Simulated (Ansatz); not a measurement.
The compound is WBr2 (1T sheet).

The cell holds 3 atoms: 1 W and 2 Br. Cell: a = 3.231 Å, b = 3.231 Å, c = 30.253 Å, α = 90.0°, β = 90.0°, γ = 120.0°. Vacuum lies along c.

```xyz
3
Lattice="2.2844 0.0000 -2.2844 -2.2844 2.2844 0.0000 17.4666 17.4666 17.4666" Properties=species:S:1:pos:R:3
W     5.5502    5.5502    5.5502
Br    5.8420    8.1264    5.8420
Br    5.2584    5.2584    2.9741
```

The structure was relaxed with PBEsol. The structure was generated from a model, not taken from a measurement. The runs that relaxed it are not among those shown. The program's search for lower electronic states was switched off, so nothing shows that the state found is the lowest. Spin-orbit coupling is left out unless a run names it. PAW set soft_2, made with PBE.

A constrained-RPA run (Ansatz 0.2.0; non-magnetic PBEsol; W d + anion p, bands v8 to c3, 6×6×1 mesh, medium accuracy) builds 11 functions on bands 11 eV wide, with 16.0 electrons in the window. The bare on-site interaction is 11.9 eV and the bare J 0.44 eV.

Question: Estimate U, U′ and J.

On the W d shell, U = 4.74 eV (40 % of the bare value), U′ = 4.04 eV, J = 0.33 eV.

The parent state is non-magnetic and the interaction static (zero frequency); U depends on the window and the orbitals, so it belongs to this model alone. Spin-orbit coupling, which is strong for atoms this heavy, is left out. A window that holds the anion p bands defines a model with explicit ligands; its U belongs to that model and is not the U of DFT+U.

[Paths, hosts, dates, memory and timing lines, banners, echoed tables and standing remarks are left out of the program output.]

[Logs are printed without paths, hosts, clocks, repeated set-up lines and the standing remarks that a program may print on its own settings, such as how far it seeks lower states.]

[Runs of the session that timed out or met a known fault of the program may be left out.]

[Hosts, paths, dates, database ids (printed as entryN), source tags and the programs' standing remarks are cut or masked in the printed files.]
